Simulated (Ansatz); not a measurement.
## Lattice dynamics of Li2BeSi2 (built on the sites of a database entry of SrSi2Ag2)

Task: relax Li2BeSi2 (built on the sites of a database entry of SrSi2Ag2), then find its harmonic phonons.

Calculated with Ansatz 0.2.0; DFT PBEsol, scalar-relativistic, plane waves, PAW.

The structure was built from a prototype and need not be the compound's stable phase.

## (1) The starting structure

The structure is tetragonal, space group I4/mmm (No. 139). Conventional cell: a = 3.603 Å, b = 3.603 Å, c = 8.622 Å, α = 90.00°, β = 90.00°, γ = 90.00°. Be has 8 Si at 2.72 Å and 8 Li at 2.81 Å nearest. Nearest to Si lie 1 Si at 1.91 Å and 4 Li at 2.16 Å and 4 Be at 2.72 Å. Nearest to Li lie 4 Si at 2.16 Å and 4 Li at 2.55 Å and 4 Be at 2.81 Å. Farther neighbours are not listed.

## (2) Rough relaxation

A rough relaxation comes first, because large forces or stress need no tight tolerances yet.

Contents of input.yaml:

```yaml
crystal:
  lattice:
    - [-1.80166, 1.80166, 4.31082]
    - [1.80166, -1.80166, 4.31082]
    - [1.80166, 1.80166, -4.31082]
  atoms:
    - { symbol: Be, position: [0.0, 0.0, 0.0] }
    - { symbol: Si, position: [0.389, 0.389, 0.0] }
    - { symbol: Si, position: [0.611, 0.611, 0.0] }
    - { symbol: Li, position: [0.75, 0.25, 0.5] }
    - { symbol: Li, position: [0.25, 0.75, 0.5] }
kpoints:
  mp_grid: { grid: [8, 8, 8] }
hamiltonian:
  xc: pbesol
scf:
  occupations: { method: gaussian, width: 0.1 }
output:
  forces: true
  stress: true
  eigenvalues: true
relax:
  adjacent_minimum: "off"
  f_tol: 0.05
  max_steps: 80
  cell: { stress_tol: 0.5 }
```

Run with:

```
$ ansatz run input.yaml --threads 8 --pin off --max-ram 14336MiB --backend cpu --events-out ev --progress --plain --runs-dir out
```

Numbers of over 12 decimals in the logs are rounded to 6 here.

Log:

```text
The last accepted step is kept in <dir> (removed where the run ends without a failure and the disk answers)
Engine: ansatz 0.2.0, aarch64-unknown-linux-gnu
Pseudopotentials: kind: paw
Pseudopotential: Be, paw, valence charge 2, recommended cutoff 420 eV (normal), Be.paw.azcp
Pseudopotential: Si, paw, valence charge 4, recommended cutoff 420 eV (normal), Si.paw.azcp
[...]
cell:  # Å, volume = 69.8394 Å³
    - [-1.721521, 1.721521, 5.891370]
    - [1.721521, -1.721521, 5.891370]
    - [1.721521, 1.721521, -5.891370]
  atoms:
    - { symbol: Be, position: [1.810851680630516e-19, 1.8108516806305182e-19, 0] }
    - { symbol: Si, position: [0.407296, 0.407296, 0] }
    - { symbol: Si, position: [0.592704, 0.592704, 0] }
    - { symbol: Li, position: [0.750000, 0.25, 0.500000] }
    - { symbol: Li, position: [0.25, 0.750000, 0.500000] }
[key lines of the parts left out:]
SCF converged after 3 iterations
Free energy (F): -1738.190418 eV
Fermi energy:    5.931231 eV
P = ⅓ Tr σ = 0.1530 GPa (1.530 kbar)
```

It took 6.5 s on 8 threads of Arm Neoverse V2, shared host; peak memory 0.49 GiB.

The steps of the relaxation:

```
step  energy less that of the first step (eV)  largest force component (eV/Å)  pressure (GPa)  volume (Å³)
   1                                   0.0000                          4.3169           35.34        55.97
   2                                  -1.1779                          0.2755           21.02        60.15
   3                                  -1.9061                          0.7072           13.51        63.98
   4                                  -2.4706                          0.4780            8.96        66.70
   5                                  -2.9327                          0.0853            5.60        68.75
   6                                  -3.2885                          0.0885            3.20        69.79
   7                                  -3.5325                          0.0260            1.57        69.95
   8                                  -3.6519                          0.1241            0.50        69.64
   9                                  -3.6604                          0.1290           -0.05        69.43
  10                                  -3.6610                          0.0105            0.04        69.52
 11*                                  -3.7142                          0.0789            0.50        69.52
  12                                  -3.7164                          0.0042            0.15        69.84
 13*                                  -3.7165                          0.0041            0.15        69.84
```

Relaxation steps marked * repeat the geometry before them on a plane-wave basis chosen anew for their cell, so energy and pressure can jump there.

The run keeps the 16 symmetry operations that it works with, so distortions that break them were not tested.

```
     cell as run  before   after   change
           a (Å)   5.008   6.375  +27.3 %
           b (Å)   5.008   6.375  +27.3 %
           c (Å)   5.008   6.375  +27.3 %
           α (°)  137.83  148.66   +7.9 %
           β (°)  137.83  148.66   +7.9 %
           γ (°)   61.17   44.91  -26.6 %
volume (Å³/atom)   11.19   13.97  +24.8 %
```

The atoms that moved most (Å, as changes of fractional coordinates times the final cell):

```
atom     dx     dy      dz  length
 Si3  0.000  0.000  -0.216   0.216
 Si2  0.000  0.000   0.216   0.216
```

Final coordinates:

```xyz
5
Lattice="-1.7215 1.7215 5.8914 1.7215 -1.7215 5.8914 1.7215 1.7215 -5.8914" Properties=species:S:1:pos:R:3 pbc="T T T"
Be    0.0000    0.0000    0.0000
Si    0.0000    0.0000    4.7991
Si    0.0000    0.0000    6.9837
Li    0.0000    1.7215    2.9457
Li    1.7215    0.0000    2.9457
```

This step gave:

```yaml
pressure: 0.1530 GPa
volume_per_atom: 13.97 Å³
gap_on_the_k_mesh: 0 eV
```

In this step the volume went from 11.19 to 13.97 Å³/atom.

## (3) Bringing the structure to rest

The cell and atoms are relaxed, since residual forces and stress would shift the frequencies.

Contents of input.yaml:

```yaml
crystal:
  lattice:
    - [-1.7215205714, 1.7215205714, 5.8913702325]
    - [1.7215205714, -1.7215205714, 5.8913702325]
    - [1.7215205714, 1.7215205714, -5.8913702325]
  atoms:
    - { symbol: Be, position: [0.0, 0.0, 0.0] }
    - { symbol: Si, position: [0.4072955025, 0.4072955025, 0.0] }
    - { symbol: Si, position: [0.5927044975, 0.5927044975, 0.0] }
    - { symbol: Li, position: [0.75, 0.25, 0.5] }
    - { symbol: Li, position: [0.25, 0.75, 0.5] }
kpoints:
  mp_grid: { grid: [14, 14, 14] }
hamiltonian:
  xc: pbesol
scf:
  occupations: { method: gaussian, width: 0.1 }
output:
  forces: true
  stress: true
  eigenvalues: true
relax:
  adjacent_minimum: "off"
  f_tol: 0.005
  max_steps: 80
  cell: { stress_tol: 0.05 }
```

Log:

```text
[...]
cell:  # Å, volume = 69.4566 Å³
    - [-1.716121, 1.716121, 5.895997]
    - [1.716121, -1.716121, 5.895997]
    - [1.716121, 1.716121, -5.895997]
  atoms:
    - { symbol: Be, position: [0, 0, 0] }
    - { symbol: Si, position: [0.406688, 0.406688, 0] }
    - { symbol: Si, position: [0.593312, 0.593312, 0] }
    - { symbol: Li, position: [0.750000, 0.25, 0.5] }
    - { symbol: Li, position: [0.25, 0.750000, 0.5] }
[key lines of the parts left out:]
SCF converged after 5 iterations
Free energy (F): -1738.191857 eV
Fermi energy:    5.999594 eV
P = ⅓ Tr σ = 0.0127 GPa (0.127 kbar)
```

It took 5.9 s on 8 threads; peak memory 0.59 GiB; 42 s of CPU time.

The steps of the relaxation:

```
step  energy less that of the first step (eV)  largest force component (eV/Å)  pressure (GPa)  volume (Å³)
   1                                   0.0000                          0.2572            0.02        69.84
   2                                  -0.0025                          0.0580            0.04        69.48
   3                                  -0.0026                          0.0001            0.01        69.46
  4*                                  -0.0026                          0.0000            0.01        69.46
```

Relaxation steps marked * repeat the geometry before them on a plane-wave basis chosen anew for their cell, so energy and pressure can jump there.

Forces are held to the 16 operations that the run works with; a distortion that breaks them can't arise in this run.

```
conventional cell, symmetrised  before   after  change
                         a (Å)   3.443   3.432  -0.3 %
                         b (Å)   3.443   3.432  -0.3 %
                         c (Å)  11.783  11.792  +0.1 %
              volume (Å³/atom)   13.97   13.89  -0.5 %
```

Final coordinates:

```xyz
5
Lattice="-1.7161 1.7161 5.8960 1.7161 -1.7161 5.8960 1.7161 1.7161 -5.8960" Properties=species:S:1:pos:R:3 pbc="T T T"
Be    0.0000    0.0000    0.0000
Si    0.0000    0.0000    4.7957
Si    0.0000    0.0000    6.9963
Li    0.0000    1.7161    2.9480
Li    1.7161    0.0000    2.9480
```

Numbers from this step:

```yaml
pressure: 0.01265 GPa
volume_per_atom: 13.89 Å³
```

In this step the volume went from 13.97 to 13.89 Å³/atom.

## (4) Tight relaxation

Phonons need a cell at rest on their own settings, so the relaxation is repeated with tight tolerances on forces and stress, using the mesh and the filling of the phonon run that follows.

Contents of input.yaml:

```yaml
crystal:
  lattice:
    - [-1.7161214033, 1.7161214033, 5.8959966691]
    - [1.7161214033, -1.7161214033, 5.8959966691]
    - [1.7161214033, 1.7161214033, -5.8959966691]
  atoms:
    - { symbol: Be, position: [0.0, 0.0, 0.0] }
    - { symbol: Si, position: [0.4066875613, 0.4066875613, 0.0] }
    - { symbol: Si, position: [0.5933124387, 0.5933124387, 0.0] }
    - { symbol: Li, position: [0.75, 0.25, 0.5] }
    - { symbol: Li, position: [0.25, 0.75, 0.5] }
kpoints:
  mp_grid: { grid: [16, 16, 16] }
hamiltonian:
  xc: pbesol
scf:
  occupations: { method: methfessel_paxton, width: 0.2 }
output:
  forces: true
  stress: true
  eigenvalues: true
relax:
  adjacent_minimum: "off"
  f_tol: 0.001
  max_steps: 60
  cell: { stress_tol: 0.01 }
```

Log:

```text
[...]
Crystal: 5 atoms, lattice volume = 69.457 Å³
Basis set: ecut = 420 eV, 1371 PW (Γ), FFT grids on a1+a3, a2+a3, a3, exchange–correlation on 48×48×90 points (8 copies of the dense FFT grid, shifted against one another)
Bands: 13, of which v1, the nominal top of the filled ones, is band 8 counted from 1 (7 counted from 0)
Symmetry: 16 space group operations
[...]
cell:  # Å, volume = 69.6724 Å³
    - [-1.719233, 1.719233, 5.892923]
    - [1.719233, -1.719233, 5.892923]
    - [1.719233, 1.719233, -5.892923]
  atoms:
    - { symbol: Be, position: [0, 0, 0] }
    - { symbol: Si, position: [0.406927, 0.406927, 0] }
    - { symbol: Si, position: [0.593073, 0.593073, 0] }
    - { symbol: Li, position: [0.750000, 0.25, 0.500000] }
    - { symbol: Li, position: [0.25, 0.750000, 0.500000] }
[key lines of the parts left out:]
SCF converged after 5 iterations
Free energy (F): -1738.190483 eV
Fermi energy:    5.971873 eV
P = ⅓ Tr σ = -0.0008 GPa (-0.008 kbar)
```

Run time: 9.9 s. Hardware: 8 threads; peak memory 0.67 GiB; 73 s of CPU time.

Relaxation path:

```
step  energy less that of the first step (eV)  largest force component (eV/Å)  pressure (GPa)  volume (Å³)
   1                                   0.0000                          0.1077            0.04        69.46
   2                                  -0.0005                          0.0234           -0.01        69.66
   3                                  -0.0005                          0.0019           -0.01        69.68
   4                                  -0.0005                          0.0001            0.00        69.67
  5*                                  -0.0005                          0.0000            0.00        69.67
```

Relaxation steps marked * repeat the geometry before them on a plane-wave basis chosen anew for their cell, so energy and pressure can jump there.

The run keeps the 16 symmetry operations that it works with, so distortions that break them were not tested.

```
conventional cell, symmetrised  before   after  change
                         a (Å)   3.432   3.438  +0.2 %
                         b (Å)   3.432   3.438  +0.2 %
                         c (Å)  11.792  11.786  -0.1 %
              volume (Å³/atom)   13.89   13.93  +0.3 %
```

Final coordinates:

```cif
data_structure
_symmetry_space_group_name_H-M 'P 1'
_symmetry_Int_Tables_number 1
_cell_length_a 6.3748
_cell_length_b 6.3748
_cell_length_c 6.3748
_cell_angle_alpha 148.708
_cell_angle_beta 148.708
_cell_angle_gamma 44.841
_cell_volume 69.67
loop_
_atom_site_label
_atom_site_type_symbol
_atom_site_fract_x
_atom_site_fract_y
_atom_site_fract_z
_atom_site_occupancy
Be1 Be 0.00000 0.00000 0.00000 1
Si2 Si 0.40693 0.40693 0.00000 1
Si3 Si 0.59307 0.59307 0.00000 1
Li4 Li 0.75000 0.25000 0.50000 1
Li5 Li 0.25000 0.75000 0.50000 1
```

Numbers from this step:

```yaml
pressure: -7.75e-4 GPa
volume_per_atom: 13.93 Å³
```

The largest force component left is 0.043 meV/Å and the pressure is -0.001 GPa, within the tolerances set. The cell now holds 13.93 Å³/atom.

## (5) Linear response at the zone centre

The zone centre comes first: it holds the modes that light can see, as far as symmetry allows. No field response is asked, since the mesh shows no gap.

Contents of input.yaml:

```yaml
crystal:
  lattice:
    - [-1.7192334977, 1.7192334977, 5.8929231129]
    - [1.7192334977, -1.7192334977, 5.8929231129]
    - [1.7192334977, 1.7192334977, -5.8929231129]
  atoms:
    - { symbol: Be, position: [0.0, 0.0, 0.0] }
    - { symbol: Si, position: [0.4069268842, 0.4069268842, 0.0] }
    - { symbol: Si, position: [0.5930731158, 0.5930731158, 0.0] }
    - { symbol: Li, position: [0.75, 0.25, 0.5] }
    - { symbol: Li, position: [0.25, 0.75, 0.5] }
kpoints:
  mp_grid: { grid: [16, 16, 16] }
hamiltonian:
  xc: pbesol
scf:
  occupations: { method: methfessel_paxton, width: 0.2 }
output:
  eigenvalues: true
phonons:
  method: dfpt
```

Log:

```text
zone centre: on kpoints.mp_grid the ground state, and the responses unless they are solved on pairs of k-points, stand on 621 of the mesh's 4096 k-points, reduced under 4 symmetry operations, with k and −k counted as one. Each operation leaves every solved displacement unchanged or reverses it
[...]
Crystal: 5 atoms, lattice volume = 69.672 Å³
Basis set: ecut = 420 eV, 1371 PW (Γ), exchange–correlation on 90×90×90 points (8 copies of the dense FFT grid, shifted against one another)
Bands: 13, of which v1, the nominal top of the filled ones, is band 8 counted from 1 (7 counted from 0)
Symmetry: 16 space group operations
k-points: 621 of 4096 (irreducible under 4 space group operations, time reversal used)
[...]
SCF iter   1: F=—  HF=-1738.192169 eV  |F-HF|=—  |Δ(HF+E_count)|=         —  Δρ=2.51e-3  dr2=3.39e-3  ethr=1.77e-3  ⟨swp⟩=5.1  Hψ=50400  notcnv=0
[...]
SCF iter   8: F=-1738.190483 eV  HF=-1738.190483 eV  |F-HF|=4.55e-13  |Δ(HF+E_count)|=  1.59e-11  S|Δr|=    0.00e0  Δρ=4.46e-8  dr2=1.30e-12  ethr=1.00e-12  ⟨swp⟩=7.1  Hψ=35385  notcnv=0
SCF 1 converged in 8 iterations: F = -1738.190483 eV  dr2 = 1.30e-12
[...]
DFPT response loops at Γ: preconditioner auto → Kerker (q_TF=auto, 2.135 Å⁻¹) (partly filled bands, converged f_vac=0.000); β = 1.00, the filter's whole step (`scf.mixing.beta` (0.50) is not read by the response loops under this deck's `scf.mixing.preconditioner`; to damp them name `kerker` or `kerker_dos`, under which they read `scf.mixing.beta`, and type it under 1.00, their step now; both keys bind the ground state too); Broyden in place of MSR1
SCF converged after 8 iterations
[...]
Free energy (F): -1738.190483 eV
[...]
Internal energy: -1738.193221 eV  (E = F + TS)
E sigma→0 (E₀):  -1738.191167 eV
Entropy (-TS):   0.002738 eV (0.548 meV/atom)
Fermi energy:    5.971873 eV
[...]
--- Band table (eV; the first three rows and the last of 621) ---
  k-point 0: bands = [... 4 lower, 1.4856, 5.5474, 5.5474, 7.7377, 7.7377, 8.0475, 8.4013, 9.5999, ... 1 higher]
  k-point 1: bands = [... 4 lower, 1.5350, 5.1233, 5.1569, 6.9032, 7.5552, 8.5995, 9.1820, 10.1415, ... 1 higher]
  k-point 2: bands = [... 4 lower, 1.6787, 4.3482, 4.3504, 5.8850, 7.1040, 9.7193, 10.0271, 11.3250, ... 1 higher]
  k-point 620: bands = [... 4 lower, 3.0388, 5.2547, 5.2547, 6.5280, 7.7647, 9.5568, 9.5568, 9.8824, ... 1 higher]
--- Phonons (Γ-DFPT): 6 representative perturbations + reference, on 621 of 4096 k-points (Σ response iterations 18) ---
  k mesh reduced under 4 symmetry operations, with k and −k counted as one. Each operation leaves every solved displacement unchanged or reverses it
  ASR residual: 1.400e-5 → 0.000e0 eV/Å²; symmetrization residual: 5.309e-7 eV/Å²
  ASR residual per site (eV/Å²): 1.22e-5 1.26e-5 1.26e-5 1.40e-5 1.40e-5
  Γ frequencies (cm⁻¹): 0.00 0.00 0.00 98.22 98.22 102.67 134.15 134.15 285.47 285.47 325.27 457.17 510.71 510.71 561.96
  non-analytic LO–TO correction: not included (Born effective charges unavailable; polar crystals: no LO–TO splitting at Γ)
```

Wall time 59 s (8 threads); peak memory 2.3 GiB.

The column dr2 measures how far the density is from self-consistency, as an energy; F and HF (Harris–Foulkes) agree once it is small.

This step gave:

- sum-rule residual before enforcement: 1.40e-5 eV/Å²
- point group: 4/mmm
- highest optical mode at the zone centre (no LO-TO term): 562.0 cm⁻¹
- lowest optical zone-centre mode: 98.22 cm⁻¹

Patterns of degenerate modes are one choice out of their space. The modes at Γ (shares of kinetic energy by element, %):

```
mode  frequency (cm⁻¹)  symmetry  Be %  Si %  Li %
   1               0.0  acoustic    11    71    18
   2               0.0  acoustic    11    71    18
   3               0.0  acoustic    11    71    18
   4              98.2        Eg     0    98     2
   5              98.2        Eg     0    98     2
   6             102.7       A2u    85     4    11
   7             134.2        Eu    88     6     6
   8             134.2        Eu    88     6     6
   9             285.5        Eu     1    22    77
  10             285.5        Eu     1    22    77
  11             325.3       B1g     0     0   100
  12             457.2       A2u     3    25    72
  13             510.7        Eg     0     2    98
  14             510.7        Eg     0     2    98
  15             562.0       A1g     0   100     0
```

Displacements in mode 4 (98.2 cm⁻¹), the largest set to 1:
```
Be1  0.00  0.00  0.00
Si2 -0.12 -1.00  0.00
Si3  0.12  1.00  0.00
Li4  0.03 -0.25  0.00
Li5 -0.03  0.25  0.00
```

Displacements in mode 15 (562.0 cm⁻¹), the largest set to 1:
```
Be1  0.00  0.00  0.00
Si2  0.00  0.00  1.00
Si3  0.00  0.00 -1.00
Li4  0.00  0.00  0.00
Li5  0.00  0.00  0.00
```

Before it was imposed, the acoustic sum rule was missed by 1.4e-5 eV/Å². Small misses are needed for a sound result but don't prove that mesh and cutoff are converged. The lowest optical mode is real, 98.2 cm⁻¹.

(Continued in part 2 of 2.)

[Logs are printed without paths, hosts, clocks, repeated set-up lines and the standing remarks that a program may print on its own settings, such as how far it seeks lower states.]

[Hosts, paths, dates, database ids (printed as entryN), source tags and the programs' standing remarks are cut or masked in the printed files.]
